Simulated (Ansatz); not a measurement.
**Y on W(110): change of the work function**

Wanted: Δφ(θ) for Y/W(110), starting from the hollow site.

Method: plane-wave DFT, PBE, Ansatz PAW, in Ansatz 0.2.0.

## Step 1: Starting point

The cell holds 4 atoms: 4 W. Its edges and angles: a = 2.737 Å, b = 2.737 Å, c = 24.703 Å, α = 90.0°, β = 90.0°, γ = 70.5°. Vacuum lies along c.

## Step 2: The clean slab

The bare slab comes first, as the zero from which every change is counted. The two lowest layers are held at bulk places and the upper ones relax. The dipole correction removes the false field that a one-sided slab makes across the periodic vacuum, so each face gets a flat vacuum level of its own.

The input, input.yaml:

```yaml
crystal:
  lattice:
    - [2.2344574285, -1.58, 0.0]
    - [2.2344574285, 1.58, 0.0]
    - [0.0, 0.0, 24.7033722856]
  atoms:
    - { symbol: W, position: [0.0, 0.0, 0.3643227287] }
    - { symbol: W, position: [0.5, 0.5, 0.4547742429] }
    - { symbol: W, position: [0.0, 0.0, 0.5452257571] }
    - { symbol: W, position: [0.5, 0.5, 0.6356772713] }
kpoints:
  mp_grid: { grid: [12, 12, 1] }
hamiltonian:
  xc: pbe
scf:
  occupations: { method: fermi_dirac, width: 0.1 }
  convergence: { dr2_threshold: 1.0e-08 }
efield:
  axis: 3
  dipole_correction: true
  ramp_position: 0.97
  ramp_width: 0.06
relax:
  f_tol: 0.02
  max_steps: 60
  constraints: [{ sites: [0, 1] }]
output:
  write_potential: true
  write_density: true
  volumetric_format: npy
```

Launch:

```sh
> ansatz run input.yaml --threads 4 --pin off --max-ram 16384MiB --backend cpu --events-out ev --progress --plain --runs-dir out
```

Numbers of over 12 decimals in the logs are rounded to 6 here.

What it wrote:

```text
Engine: ansatz 0.2.0, aarch64-unknown-linux-gnu
Pseudopotentials: kind: paw
Pseudopotential: W, paw, valence charge 14, recommended cutoff 420 eV (normal), W.paw.azcp
Functional definition: PBE
  parameter kappa = 0.804
  parameter beta = 0.066725
  exchange = pbe_x(kappa = kappa, mu = beta*pi^2/3)
  correlation = pbe_c(beta = beta)
Crystal: 4 atoms, lattice volume = 174.428 Å³
Basis set: ecut = 420 eV, 3461 PW (Γ), exchange–correlation on 40×40×360 points (8 copies of the dense FFT grid, shifted against one another)
Bands: 34, of which v1, the nominal top of the filled ones, is band 28 counted from 1 (27 counted from 0)
Symmetry: 4 space group operations
k-points: 43 of 144
Non-local potential: W, projectors of the file, l = 0: 3, l = 1: 2, l = 2: 2, l = 3: 1
PAW form: soft (Blöchl's): semilocal exchange-correlation on the pseudo side does not see the compensation charge
PAW one-centre angular grid: W, 590 points (default); XC on 64 Gauss nodes
Initial density: superposition of atomic densities (neutral atoms: chi_scale 0, normalization atom), corrected by the library's trained network
Initial wavefunctions: pseudopotential atomic-orbital guess
Functional: x = pbe(κ = 0.804, μ = 0.219515), c = pbe(β = 0.066725)
SCF iter   1: F=—  HF=-41536.547941 eV  |F-HF|=—  |Δ(HF+E_count)|=         —  Δρ=9.69e-3  dr2=1.99e0  ethr=1.77e-3  p=0.000 e·Å  D=4.83e-14 V/Å  ΔV_dip=-0.00 eV  dr2_dipole=2.75e-7  V_vac-E_F(+/−)=5.06/5.06 eV  ⟨swp⟩=7.9  Hψ=15776  notcnv=0  defer=16
efield: sawtooth ramp at fractional position 0.9700 (set: `efield.ramp_position`, or a place that a band, a saddle search or an elastic batch's reference lends), width 0.0600; the density the first Hamiltonian is built on has a dipole p = 0.000 e·Å; the dipole correction subtracts the counter field D = 4.83e-14 V/Å, which shifts the + side's vacuum level by -0.00 eV against the − side's; the planar-averaged density in the ramp window peaks in size at 1.1e-5 e/Å³
automatic band count: the SCF goes on with 40 bands, as 34 were too few: the levels above may hold too much charge
preconditioner: auto → LDOS  [metal: Δε(μ)=0.044 eV  Ē_g=6.098 eV  σ=0.100 eV  W_gap=0.11  n_scr=16 (ndim 8)  ℏωp=13.8 eV  f_vac=0.562  D(μ)=3.18/eV (n_scr^D=14)  β→1.0]
SCF iter   2: F=—  HF=-41536.463453 eV  |F-HF|=—  |Δ(HF+E_count)|=   8.45e-2  Δρ=3.80e-3  dr2=1.53e-1  ethr=1.77e-3  p=-0.000 e·Å  D=-1.41e-5 V/Å  ΔV_dip=0.00 eV  dr2_dipole=9.41e-8  V_vac-E_F(+/−)=4.91/4.91 eV  ⟨swp⟩=2.0  Hψ=2409  notcnv=0  defer=46
SCF iter   3: F=—  HF=-41536.454051 eV  |F-HF|=—  |Δ(HF+E_count)|=   9.40e-3  Δρ=7.33e-4  dr2=4.77e-3  ethr=2.73e-4  p=-0.000 e·Å  D=-5.84e-6 V/Å  ΔV_dip=0.00 eV  dr2_dipole=2.39e-8  V_vac-E_F(+/−)=4.90/4.90 eV  ⟨swp⟩=1.9  Hψ=2195  notcnv=0  defer=48
SCF iter   4: F=—  HF=-41536.453642 eV  |F-HF|=—  |Δ(HF+E_count)|=   4.09e-4  Δρ=2.26e-4  dr2=2.83e-4  ethr=8.51e-6  p=-0.000 e·Å  D=-2.80e-6 V/Å  ΔV_dip=0.00 eV  dr2_dipole=3.72e-9  V_vac-E_F(+/−)=4.90/4.90 eV  ⟨swp⟩=2.2  Hψ=2210  notcnv=0  defer=48
SCF iter   5: F=—  HF=-41536.453616 eV  |F-HF|=—  |Δ(HF+E_count)|=   2.57e-5  Δρ=8.21e-5  dr2=9.88e-6  ethr=5.05e-7  p=-0.000 e·Å  D=-1.58e-6 V/Å  ΔV_dip=0.00 eV  dr2_dipole=4.44e-10  V_vac-E_F(+/−)=4.90/4.90 eV  ⟨swp⟩=2.8  Hψ=2489  notcnv=0  defer=48
SCF iter   6: F=—  HF=-41536.453677 eV  |F-HF|=—  |Δ(HF+E_count)|=   6.09e-5  Δρ=1.85e-5  dr2=1.78e-6  ethr=1.76e-8  p=-0.000 e·Å  D=-3.96e-7 V/Å  ΔV_dip=0.00 eV  dr2_dipole=1.10e-14  V_vac-E_F(+/−)=4.90/4.90 eV  ⟨swp⟩=3.0  Hψ=2816  notcnv=0  defer=46
SCF iter   7: F=—  HF=-41536.453677 eV  |F-HF|=—  |Δ(HF+E_count)|=   1.78e-7  Δρ=5.89e-6  dr2=9.96e-8  ethr=3.18e-9  p=-0.000 e·Å  D=-1.01e-7 V/Å  ΔV_dip=0.00 eV  dr2_dipole=1.15e-12  V_vac-E_F(+/−)=4.90/4.90 eV  ⟨swp⟩=2.1  Hψ=2209  notcnv=0  defer=46
SCF iter   8: F=—  HF=-41536.453677 eV  |F-HF|=—  |Δ(HF+E_count)|=   1.72e-7  Δρ=2.09e-6  dr2=1.13e-8  ethr=1.79e-11  p=-0.000 e·Å  D=-5.65e-8 V/Å  ΔV_dip=0.00 eV  dr2_dipole=6.97e-14  V_vac-E_F(+/−)=4.90/4.90 eV  ⟨swp⟩=12.3  Hψ=12536  notcnv=0
SCF iter   9: F=-41536.453677 eV  HF=-41536.453677 eV  |F-HF|=2.90e-9  |Δ(HF+E_count)|=   2.45e-9  Δρ=6.34e-7  dr2=1.02e-9  ethr=1.79e-11  p=-0.000 e·Å  D=-1.55e-8 V/Å  ΔV_dip=0.00 eV  dr2_dipole=4.30e-15  V_vac-E_F(+/−)=4.90/4.90 eV  ⟨swp⟩=10.8  Hψ=10717  notcnv=0
SCF 1 converged in 9 iterations: F = -41536.453677 eV  dr2 = 1.02e-9
  greatest PAW one-centre occupation: 1.000 electrons in one spin orbital (limit 2), on the W atom at site 0 (counted from 0), in its partial waves of l = 0
relax step   1: F+E_penalty+E_count = -41536.45367728 eV  Δ(F+E_penalty+E_count) = +0.000e0 eV  max|allowed force component| = 6.535e-1 eV/Å  Δτ_max = 0.0000 Å  (9 SCF iters, accepted)
Bands: 40, of which v1, the nominal top of the filled ones, is band 28 counted from 1 (27 counted from 0)
Initial density: handed on by an earlier stage of this run
Initial wavefunctions: those handed on with the density
iter 1 solved again at ethr=9.58e-4 eV; its pass at ethr=3.10e-3 eV (dr2=5.36e-1 eV) is discarded
SCF iter   1: F=—  HF=-41536.451060 eV  |F-HF|=—  |Δ(HF+E_count)|=         —  Δρ=7.55e-3  dr2=5.51e-1  ethr=9.58e-4  p=-0.000 e·Å  D=-4.98e-7 V/Å  ΔV_dip=0.00 eV  dr2_dipole=8.25e-2  V_vac-E_F(+/−)=4.92/4.92 eV  ⟨swp⟩=1.6  Hψ=6453  notcnv=0  defer=49
efield: sawtooth ramp at fractional position 0.9700 (set: `efield.ramp_position`, or a place that a band, a saddle search or an elastic batch's reference lends), width 0.0600; the density the first Hamiltonian is built on has a dipole p = -0.000 e·Å; the dipole correction subtracts the counter field D = -4.98e-7 V/Å, which shifts the + side's vacuum level by +0.00 eV against the − side's; the planar-averaged density in the ramp window peaks in size at 4.2e-6 e/Å³
preconditioner: auto → LDOS  [metal: Δε(μ)=0.008 eV  Ē_g=6.108 eV  σ=0.100 eV  W_gap=0.02  n_scr=16 (ndim 8)  ℏωp=13.8 eV  f_vac=0.561  D(μ)=3.03/eV (n_scr^D=12)  β→1.0]
SCF iter   2: F=—  HF=-41536.439067 eV  |F-HF|=—  |Δ(HF+E_count)|=   1.20e-2  Δρ=5.12e-3  dr2=1.98e-1  ethr=9.58e-4  p=0.007 e·Å  D=7.37e-3 V/Å  ΔV_dip=-0.18 eV  dr2_dipole=2.51e-3  V_vac-E_F(+/−)=4.72/4.90 eV  ⟨swp⟩=2.7  Hψ=2768  notcnv=0  defer=49
SCF iter   3: F=—  HF=-41536.411540 eV  |F-HF|=—  |Δ(HF+E_count)|=   2.75e-2  Δρ=1.14e-3  dr2=8.39e-3  ethr=3.53e-4  p=0.005 e·Å  D=5.11e-3 V/Å  ΔV_dip=-0.13 eV  dr2_dipole=6.86e-5  V_vac-E_F(+/−)=4.79/4.91 eV  ⟨swp⟩=2.4  Hψ=2949  notcnv=0  defer=49
[...]
SCF iter   4: F=—  HF=-41536.466247 eV  |F-HF|=—  |Δ(HF+E_count)|=   1.02e-3  Δρ=1.79e-4  dr2=1.18e-4  ethr=9.14e-6  p=0.004 e·Å  D=3.68e-3 V/Å  ΔV_dip=-0.09 eV  dr2_dipole=5.74e-7  V_vac-E_F(+/−)=4.81/4.90 eV  ⟨swp⟩=2.5  Hψ=2483  notcnv=0  defer=49
SCF iter   5: F=—  HF=-41536.466260 eV  |F-HF|=—  |Δ(HF+E_count)|=   1.35e-5  Δρ=5.43e-5  dr2=8.97e-6  ethr=2.11e-7  p=0.003 e·Å  D=3.19e-3 V/Å  ΔV_dip=-0.08 eV  dr2_dipole=8.65e-7  V_vac-E_F(+/−)=4.82/4.90 eV  ⟨swp⟩=2.2  Hψ=2723  notcnv=0  defer=49
SCF iter   6: F=—  HF=-41536.466316 eV  |F-HF|=—  |Δ(HF+E_count)|=   5.58e-5  Δρ=1.68e-5  dr2=2.41e-6  ethr=1.60e-8  p=0.003 e·Å  D=2.93e-3 V/Å  ΔV_dip=-0.07 eV  dr2_dipole=2.53e-8  V_vac-E_F(+/−)=4.83/4.90 eV  ⟨swp⟩=2.8  Hψ=3011  notcnv=0  defer=49
SCF iter   7: F=—  HF=-41536.466316 eV  |F-HF|=—  |Δ(HF+E_count)|=   9.87e-8  Δρ=6.68e-6  dr2=1.22e-7  ethr=4.30e-9  p=0.003 e·Å  D=2.81e-3 V/Å  ΔV_dip=-0.07 eV  dr2_dipole=1.60e-9  V_vac-E_F(+/−)=4.83/4.90 eV  ⟨swp⟩=2.0  Hψ=2145  notcnv=0  defer=49
SCF iter   8: F=—  HF=-41536.466316 eV  |F-HF|=—  |Δ(HF+E_count)|=   1.35e-7  Δρ=2.67e-6  dr2=2.96e-8  ethr=2.18e-10  p=0.003 e·Å  D=2.77e-3 V/Å  ΔV_dip=-0.07 eV  dr2_dipole=8.00e-10  V_vac-E_F(+/−)=4.83/4.90 eV  ⟨swp⟩=3.0  Hψ=3071  notcnv=0  defer=49
SCF iter   9: F=-41536.466316 eV  HF=-41536.466316 eV  |F-HF|=3.74e-9  |Δ(HF+E_count)|=   1.98e-8  Δρ=7.34e-7  dr2=1.32e-9  ethr=1.79e-11  p=0.003 e·Å  D=2.76e-3 V/Å  ΔV_dip=-0.07 eV  dr2_dipole=5.96e-13  V_vac-E_F(+/−)=4.83/4.90 eV  ⟨swp⟩=11.1  Hψ=11214  notcnv=0
SCF 3 converged in 9 iterations: F = -41536.466316 eV  dr2 = 1.32e-9
relax step   3: F+E_penalty+E_count = -41536.46631625 eV  Δ(F+E_penalty+E_count) = -1.264e-2 eV  max|allowed force component| = 9.000e-2 eV/Å  Δτ_max = 0.0345 Å  (9 SCF iters, accepted)
SCF iter   1: F=—  HF=-41536.467006 eV  |F-HF|=—  |Δ(HF+E_count)|=         —  Δρ=7.95e-4  dr2=4.51e-3  ethr=1.73e-4  p=0.003 e·Å  D=2.76e-3 V/Å  ΔV_dip=-0.07 eV  dr2_dipole=5.29e-4  V_vac-E_F(+/−)=4.83/4.90 eV  ⟨swp⟩=2.1  Hψ=2956  notcnv=0  defer=49
efield: sawtooth ramp at fractional position 0.9700 (set: `efield.ramp_position`, or a place that a band, a saddle search or an elastic batch's reference lends), width 0.0600; the density the first Hamiltonian is built on has a dipole p = 0.003 e·Å; the dipole correction subtracts the counter field D = 2.76e-3 V/Å, which shifts the + side's vacuum level by -0.07 eV against the − side's; the planar-averaged density in the ramp window peaks in size at 2.5e-6 e/Å³
preconditioner: auto → LDOS  [metal: Δε(μ)=0.042 eV  Ē_g=6.069 eV  σ=0.100 eV  W_gap=0.10  n_scr=16 (ndim 8)  ℏωp=13.8 eV  f_vac=0.561  D(μ)=3.08/eV (n_scr^D=14)  β→1.0]
SCF iter   2: F=—  HF=-41536.466782 eV  |F-HF|=—  |Δ(HF+E_count)|=   2.25e-4  Δρ=3.58e-4  dr2=1.22e-3  ethr=8.05e-6  p=0.002 e·Å  D=2.05e-3 V/Å  ΔV_dip=-0.05 eV  dr2_dipole=4.65e-5  V_vac-E_F(+/−)=4.85/4.90 eV  ⟨swp⟩=2.0  Hψ=2582  notcnv=0  defer=49
SCF iter   3: F=—  HF=-41536.466693 eV  |F-HF|=—  |Δ(HF+E_count)|=   8.84e-5  Δρ=1.37e-4  dr2=1.44e-4  ethr=2.17e-6  p=0.002 e·Å  D=2.31e-3 V/Å  ΔV_dip=-0.06 eV  dr2_dipole=1.26e-5  V_vac-E_F(+/−)=4.84/4.90 eV  ⟨swp⟩=2.0  Hψ=2277  notcnv=0  defer=49
SCF iter   4: F=—  HF=-41536.466668 eV  |F-HF|=—  |Δ(HF+E_count)|=   2.55e-5  Δρ=3.26e-5  dr2=6.82e-6  ethr=2.57e-7  p=0.002 e·Å  D=2.20e-3 V/Å  ΔV_dip=-0.05 eV  dr2_dipole=8.20e-7  V_vac-E_F(+/−)=4.84/4.90 eV  ⟨swp⟩=3.4  Hψ=3097  notcnv=0  defer=49
SCF iter   5: F=—  HF=-41536.466723 eV  |F-HF|=—  |Δ(HF+E_count)|=   5.51e-5  Δρ=1.10e-5  dr2=2.53e-7  ethr=1.22e-8  p=0.002 e·Å  D=2.19e-3 V/Å  ΔV_dip=-0.05 eV  dr2_dipole=5.43e-9  V_vac-E_F(+/−)=4.84/4.90 eV  ⟨swp⟩=2.5  Hψ=2375  notcnv=0  defer=49
SCF iter   6: F=—  HF=-41536.466723 eV  |F-HF|=—  |Δ(HF+E_count)|=   2.64e-7  Δρ=4.53e-6  dr2=3.51e-8  ethr=4.52e-10  p=0.002 e·Å  D=2.20e-3 V/Å  ΔV_dip=-0.05 eV  dr2_dipole=1.68e-10  V_vac-E_F(+/−)=4.84/4.90 eV  ⟨swp⟩=2.8  Hψ=3016  notcnv=0  defer=49
SCF iter   7: F=-41536.466723 eV  HF=-41536.466723 eV  |F-HF|=5.69e-9  |Δ(HF+E_count)|=   7.88e-8  Δρ=1.73e-6  dr2=9.35e-9  ethr=1.79e-11  p=0.002 e·Å  D=2.20e-3 V/Å  ΔV_dip=-0.05 eV  dr2_dipole=1.03e-12  V_vac-E_F(+/−)=4.84/4.90 eV  ⟨swp⟩=11.5  Hψ=11409  notcnv=0
SCF 4 converged in 7 iterations: F = -41536.466723 eV  dr2 = 9.35e-9
relax step   4: F+E_penalty+E_count = -41536.46672319 eV  Δ(F+E_penalty+E_count) = -4.069e-4 eV  max|allowed force component| = 1.129e-2 eV/Å  Δτ_max = 0.0139 Å  (7 SCF iters, accepted)
NSCF: frozen V_eff on 43 k-points
the band table was solved once a step of the walk had ended and its energy, with any forces and stress, was formed, with the checks that follow a solve (9071 applications of the Hamiltonian). They found nothing against the state; the energy, forces and stress were not computed again (output.eigenvalues in the input reference)
WARN: The output density's exchange-correlation potential varies sharply where the density is thin. Do not read a vacuum level from v_tot or v_xc, or from such a field of the output density. On a cell that repeats whose density bears no net charge and no dipole along the vacuum's axis use v_es (v_loc + v_h of the components); under efield.dipole_correction with no amplitude use v_es + v_field, which holds any externa [...]
SCF converged after 7 iterations
Free energy (F): -41536.466723 eV
Harris-Foulkes:  -41536.466723 eV  (|F-HF|=5.69e-9)
Internal energy: -41536.366955 eV  (E = F + TS)
E sigma→0 (E₀):  -41536.416839 eV
Entropy (-TS):   -0.099768 eV (-24.942 meV/atom)
Fermi energy:    5.203880 eV
Dipole field:    D = 0.002197 V/Å  (p = 0.002118 e·Å, saw-weighted, corrected)
Work function:   Φ+ = 4.8447 eV   Φ− = 4.8989 eV
Levels:          The Fermi level and band energies are counted from a zero that moves with the ramp; work functions are not
--- Per-component energies (eV) ---
  E_band       = -1291.057248
  E_kinetic    = 1792.505388
  E_local      = -71121.558076  (includes V_loc(G=0)·N_el)
  E_nonlocal   = 4.576205
  E_hartree    = 34741.224890
  E_xc         = -1063.352008
  E_vxc        = -949.335306  (∫ρ·V_xc dr)
  E_paw        = -34249.938995  (= ΣΔE_a)
  E_vpaw       = -499.704010  (= ΣTr[D̂ρ^β])
  E_aug_tail   = -0.000235  (compensation charges beyond the density's cutoff)
  E_efield     = 0.000002  (sawtooth field / dipole correction)
  E_vefield    = -0.001025  (∫n·V_field dr)
  E_ewald      = 28360.175874
  E_smearing   = -0.099768  (= −TS)
  E_closure    = -0.000000  (closes the sum)
  Σ components = -41536.466723   (vs F -41536.466723, Δ=0.00e0)
--- Forces (eV/Å), atoms counted from 1 ---
  atom   1  W      0.00000000     0.00000000     0.36117714
  atom   2  W      0.00000000    -0.00000000    -0.34159757
  atom   3  W      0.00000000    -0.00000000    -0.00830034
  atom   4  W      0.00000000    -0.00000000    -0.01129449
  max |Σ_I F_I| component: 1.53e-5 eV/Å
--- Band table (eV; the first three rows and the last of 43) ---
  k-point 0: bands = [... 24 lower, 3.7540, 3.7892, 3.9762, 4.5401, 4.8127, 5.7605, 6.0199, 6.9297, ... 8 higher]
  k-point 1: bands = [... 24 lower, 3.5720, 3.7614, 4.1231, 4.4811, 4.8136, 5.3411, 6.2452, 6.7515, ... 8 higher]
  k-point 2: bands = [... 24 lower, 3.3977, 3.5331, 3.9616, 4.3822, 4.9156, 5.2947, 6.6226, 6.6532, ... 8 higher]
  k-point 42: bands = [... 24 lower, 3.7933, 5.7375, 5.8442, 6.2645, 6.3571, 6.8712, 7.2505, 8.8378, ... 8 higher]
--- Relaxed structure (4 steps of the walk, 3 accepted, 0 SCFs on fresh bases) ---
  F+E_penalty+E_count = -41536.46672319 eV   max|allowed force component| = 1.129e-2 eV/Å
  atoms:
    - { symbol: W, position: [0.0, 0.0, 0.3643227287] }
    - { symbol: W, position: [0.5, 0.5, 0.4547742429] }
    - { symbol: W, position: [-6.653931166577865e-19, 6.653931166577865e-19, 0.546759] }
    - { symbol: W, position: [0.5, 0.5, 0.635499] }
```

Run time: 30 s. Hardware: 4 threads of Arm Neoverse V1, shared host; peak memory 0.58 GiB; 1.9 min of CPU time.

The steps of the relaxation:

| step | energy less that of the first step (eV) | largest force component (eV/Å) |
| --- | --- | --- |
| 1 | 0.0000 | 0.6535 |
| 2 | 0.0440 | 1.3654 |
| 3 | -0.0126 | 0.0900 |
| 4 | -0.0130 | 0.0113 |

Relaxation step 2 was tried and not accepted.

The run keeps the 4 symmetry operations that it works with, so distortions that break them were not tested.

The atoms that moved most (Å):

| atom | dx | dy | dz | length |
| --- | --- | --- | --- | --- |
| W3 | 0.000 | 0.000 | 0.038 | 0.038 |

The relaxed structure:

```cif
data_structure
_symmetry_space_group_name_H-M 'P 1'
_symmetry_Int_Tables_number 1
_cell_length_a 2.7366
_cell_length_b 2.7366
_cell_length_c 24.7034
_cell_angle_alpha 90.000
_cell_angle_beta 90.000
_cell_angle_gamma 70.529
_cell_volume 174.43
loop_
_atom_site_label
_atom_site_type_symbol
_atom_site_fract_x
_atom_site_fract_y
_atom_site_fract_z
_atom_site_occupancy
W1 W 0.00000 0.00000 0.36432 1
W2 W 0.50000 0.50000 0.45477 1
W3 W 0.00000 0.00000 0.54676 1
W4 W 0.50000 0.50000 0.63550 1
```

Numbers from this step:

| Quantity | Value |
| --- | --- |
| energy at zero smearing | -41536.4168 eV |
| work function, upper face | 4.845 eV |
| work function, lower face | 4.899 eV |
| dipole along the normal | 0.002118 e·Å |
| step between the vacuum levels | -0.05428 eV |

Running mean over 2.234 Å of the planar mean; the ramp of the sawtooth is left out. Electron's electrostatic potential energy less the Fermi level against z:

z (Å), electron's electrostatic potential energy less the Fermi level (eV) and a bar from the least value:
```
        4        4.9 ##############################
        5        4.9 ##############################
        6        4.8 ##############################
        7        3.3 ###########################
        8       -5.8 ############
        9      -12.2 #
       10      -12.6 #
       11      -12.7 
       12      -12.5 #
       13      -12.6 #
       14      -13.0 
       15      -12.9 
       16      -11.5 ##
       17       -2.3 ##################
       18        4.1 #############################
       19        4.8 ##############################
       20        4.8 ##############################
       21        4.8 ##############################
```

The relaxation took 4 steps and lowered the energy by 0.013 eV; the largest force on the free atoms ends at 0.011 eV/Å.

The work function of the upper face is 4.84 eV.

(Part 1 of 3 ends here.)

[Logs are printed without paths, hosts, clocks, repeated set-up lines and the standing remarks that a program may print on its own settings, such as how far it seeks lower states.]

[Hosts, paths, dates, database ids (printed as entryN), source tags and the programs' standing remarks are cut or masked in the printed files.]

[Maps of the electrostatic potential energy from Ansatz leave out the sawtooth potential of an applied field or a dipole correction, so their vacuum need not be flat; planar profiles and work functions include it.]
